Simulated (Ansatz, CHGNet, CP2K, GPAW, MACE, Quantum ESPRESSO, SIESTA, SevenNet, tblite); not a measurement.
# Forces in Ge(100) slab, H on the bottom face, dimerised (80 atoms), program by program

Aim: forces of Ge(100) slab, H on the bottom face, dimerised (80 atoms) at one geometry, from other programs and methods, against plane-wave PBE.

Results are calculated, not measured.

## Step 1: The structure

The cell holds 80 atoms (64 Ge and 16 H), with edges of 16.00, 8.00 and 20.78 Å. Recipe: diamond-structure Ge (a = 5.658 Å), (100) slab of 8 atomic planes, 4 x 2 surface cells, H on the broken bonds of the bottom face, 10 Å of vacuum; top atoms paired into dimers, p(2x2) buckling; displaced by a Gaussian of 0.02 Å. Then every atom was moved at random, 0.05 Å r.m.s. a Cartesian component (hydrogen 0.6 of that).

## Step 2: The reference input

Quantum ESPRESSO 7.5: Kohn-Sham DFT, PBE, SSSP efficiency 1.3.0 pseudopotentials, plane waves. Its input, pw.in:

```
&control
  calculation = 'scf'
  pseudo_dir = './pseudo'
  outdir = './tmp'
  disk_io = 'none'
  tprnfor = .true.
/
&system
  ibrav = 0
  nat = 80
  ntyp = 2
  ecutwfc = 45
  ecutrho = 360
  nosym = .true.
  occupations = 'smearing'
  smearing = 'fd'
  degauss = 0.003675
/
&electrons
  conv_thr = 4.0e-07
  electron_maxstep = 100
  mixing_beta = 0.2
  mixing_mode = 'local-TF'
  diagonalization = 'david'
/
ATOMIC_SPECIES
Ge 72.630 Ge.upf
H 1.008 H.upf
CELL_PARAMETERS angstrom
16.00324 0.00000 0.00000
0.00000 8.00162 0.00000
0.00000 0.00000 20.78485
ATOMIC_POSITIONS crystal
Ge 0.12606 0.25051 0.28220
Ge 0.99310 0.24706 0.35003
Ge 0.99646 0.49684 0.41531
Ge 0.12096 0.99598 0.49092
[... 74 atom lines left out ...]
H 0.87725 0.90575 0.24128
H 0.87461 0.59483 0.23951
K_POINTS gamma
```

```console
$ OMP_NUM_THREADS=1 mpirun -np 4 pw.x -in pw.in > output.txt
```

It took 8 min on 4 MPI ranks of Arm Neoverse V2, shared host; peak memory 7.7 GiB.

It converged with an r.m.s. force component of 0.77 eV/Å.

## Step 3: What was run beside it

- CHGNet: machine-learned potential, published weights.
- CP2K 2026.2: Gaussian basis with GTH pseudopotentials and a plane-wave density; labels give functional, basis (MOLOPT sets; SR short-range, UZH the newer set with its own potentials), grid cutoff/relative cutoff and solver (OT: orbital transformation; TRS4, TC2, SIGN: linear-scaling purification with its sparsity filter), or its built-in tight binding.
- GPAW 26.7.0: PAW with atomic orbitals (LCAO), plane waves or a real-space grid of spacing h.
- MACE: machine-learned potential, published weights.
- SIESTA 5.4.2: numerical atomic orbitals, whose automatically made sets are far from complete, with PseudoDojo norm-conserving potentials that we converted to its format (checked against plane waves on the same files for H, C, O, Si, Ge and Ca alone); labels give functional, basis size, energy shift and mesh cutoff.
- SevenNet: machine-learned potential, published weights.
- tblite 0.8.0: extended tight binding, driven from Python.

All use the same cell and atoms, and the electronic-structure runs the same k-mesh.

## Step 4: All runs compared

Differences are against the reference: forces as r.m.s. over components, share as that over the reference's r.m.s. force, slope as the fitted ratio of a run's forces to the reference's.

```csv
run,"Δ force, r.m.s. (meV/Å)",share (%),slope,cores,CPU time,memory (GiB)
reference,-,-,-,4,32 min,7.7
CHGNet 0.3.0 potential,304,39.6,0.839,1,3.1 s,0.65
"CP2K BLYP, DZVP-MOLOPT-SR, 450/50 Ry, diagonalisation",140,18.2,0.957,2,4 min,4.4
"CP2K LDA, DZVP-MOLOPT-SR, 450/50 Ry, diagonalisation",171,22.2,0.857,2,3.3 min,4.1
"CP2K PBE+D3, DZVP-MOLOPT-SR, 450/50 Ry, diagonalisation",53.8,6.99,0.986,2,5.3 min,4.3
"CP2K PBE, DZVP-MOLOPT-SR, 157/50 Ry, diagonalisation (coarse)",153,19.9,0.984,1,2.4 min,1.2
"CP2K PBE, DZVP-MOLOPT-SR, 450/20 Ry, diagonalisation (coarse)",44.9,5.83,0.986,2,4.4 min,4.3
"CP2K PBE, DZVP-MOLOPT-SR, 450/50 Ry, diagonalisation",44.8,5.83,0.987,2,5.3 min,4.3
"CP2K PBE, DZVP-MOLOPT-SR, 630/50 Ry, diagonalisation",44.8,5.83,0.987,2,7.1 min,6.5
"CP2K PBE, SZV-MOLOPT-SR, 450/50 Ry, diagonalisation (coarse)",375,48.7,1.276,1,3.7 min,4.2
"CP2K PBE, TZV2P-MOLOPT (SR for Ge), 450/50 Ry, diagonalisation",25.7,3.35,0.989,4,8 min,8.1
"CP2K PBE, TZVP-UZH, 450/50 Ry, diagonalisation",26.7,3.47,0.995,4,6.3 min,5.9
"GPAW PBE, LCAO dzp, h 0.15 Å",138,18.0,1.086,1,6.3 min,3.9
"GPAW PBE, LCAO dzp, h 0.2 Å",139,18.1,1.086,1,3.1 min,1.7
"GPAW PBE, LCAO dzp, h 0.2 Å, other mixer settings",139,18.0,1.086,1,4.1 min,1.6
"GPAW PBE, LCAO sz(dzp), h 0.2 Å (coarse)",539,70.1,1.266,1,60 s,1.4
"GPAW PBE, LCAO szp(dzp), h 0.2 Å (coarse)",318,41.3,1.207,1,2.4 min,1.7
MACE MP-0b2 small potential,248,32.3,0.911,1,5.9 s,0.66
"SIESTA PBE, DZ, shift 0.01 Ry, mesh 300 Ry (coarse)",140,18.2,1.115,1,2.7 min,1.1
"SIESTA PBE, DZP, shift 0.01 Ry, mesh 200 Ry",121,15.7,1.094,1,3.7 min,1
"SIESTA PBE, DZP, shift 0.01 Ry, mesh 300 Ry",122,15.9,1.094,1,6.8 min,1.7
"SIESTA PBE, TZP, shift 0.01 Ry, mesh 300 Ry",117,15.2,1.098,2,9.5 min,2.3
SevenNet l3i5 potential,250,32.5,0.866,1,8 s,1.1
tblite GFN1-xTB,285,37.0,1.018,1,4.6 s,0.15
```

Rows marked coarse were listed beforehand as settings not expected to be converged; some can still land near the reference.

Times of the machine-learned potentials are mostly Python's start and the loading of weights.

Runs without a result: CP2K GFN1-xTB, diagonalisation (not converged); tblite GFN2-xTB (not converged); SIESTA PBE, SZP, shift 0.01 Ry, mesh 300 Ry (cut off at its time limit).

CPU time is summed over cores on shared hosts, so it is rough.

## Step 5: Findings

Forces lie from 3.3 % (CP2K PBE, TZV2P-MOLOPT (SR for Ge), 450/50 Ry, diagonalisation) to 70 % (GPAW PBE, LCAO sz(dzp), h 0.2 Å, coarse) of the reference's r.m.s. force of 0.77 eV/Å away from it. The PBE runs in local orbitals, coarse settings apart, differ by 3.3 % (CP2K PBE, TZV2P-MOLOPT (SR for Ge), 450/50 Ry, diagonalisation) to 18 % (GPAW PBE, LCAO dzp, h 0.2 Å); basis, grid and potentials can all enter. Tight binding differs by 37 % (tblite GFN1-xTB); it is another model, with fitted parameters of its own, and the xTB methods hold dispersion. Machine-learned potentials differ by 32 % (MACE MP-0b2 small potential) to 40 % (CHGNet 0.3.0 potential); they were trained on other programs' data. Among those trained on PBE data the slope goes as low as 0.84, which softening far from their training structures can give, though the reference's k-sampling is untested too.

Rows with another functional or a dispersion term differ by 7.0 % (CP2K PBE+D3, DZVP-MOLOPT-SR, 450/50 Ry, diagonalisation) to 22 % (CP2K LDA, DZVP-MOLOPT-SR, 450/50 Ry, diagonalisation), which mixes the change of model with differences of basis and potentials. Runs with settings chosen to be coarse differ by 5.8 % (CP2K PBE, DZVP-MOLOPT-SR, 450/20 Ry, diagonalisation) to 70 % (GPAW PBE, LCAO sz(dzp), h 0.2 Å), their programs' other errors included. SIESTA PBE, DZ, shift 0.01 Ry, mesh 300 Ry stiffens the forces by a factor of 1.11 while following their directions (correlation 0.992); the slopes of the 4 SIESTA runs lie between 1.09 and 1.11. From CP2K PBE, DZVP-MOLOPT-SR, 157/50 Ry, diagonalisation to the finer CP2K PBE, DZVP-MOLOPT-SR, 630/50 Ry, diagonalisation the share falls from 20 to 5.8 %. From GPAW PBE, LCAO dzp, h 0.2 Å to the finer GPAW PBE, LCAO dzp, h 0.15 Å the share goes from 18.1 to 18.0 %, so the grid isn't what parts these runs from the reference.

**Limits.** Periodic xTB results under one method name differ between programs and library versions. The potentials hold different valence shells: 912 electrons in the reference, 272 in CP2K with TZVP-UZH and 272 in GPAW; this bears on time and differences. GPAW's setups keep the filled d shell of Ge in the core. Machine-learned potentials mimic data converged in k, so the reference's own k-point error enters their differences. The runs have no spin polarisation, so any moments at edges, vacancies or dangling bonds can't form. The electronic-structure runs sample only Γ, in a cell whose shortest periodic width is 8 Å, which is coarse for a cell with partly filled levels. The reference's 45/360 Ry lie under the cutoffs that SSSP recommends for H (60/480 Ry). The slab repeats along its normal with no dipole correction. Spin–orbit coupling is left out. Where levels are smeared, the DFT runs use Fermi–Dirac occupations at 580 K (0.05 eV), and energies are free energies. The atoms were displaced at random, and shares hang on the size of the forces that this gives. The reference's cutoffs and mesh weren't converged further here.

[Logs are printed without paths, hosts, clocks, repeated set-up lines and the standing remarks that a program may print on its own settings, such as how far it seeks lower states.]

[Hosts, paths, dates, database ids (printed as entryN), source tags and the programs' standing remarks are cut or masked in the printed files.]

[Cells were taken only where this reference lay near another plane-wave run.]
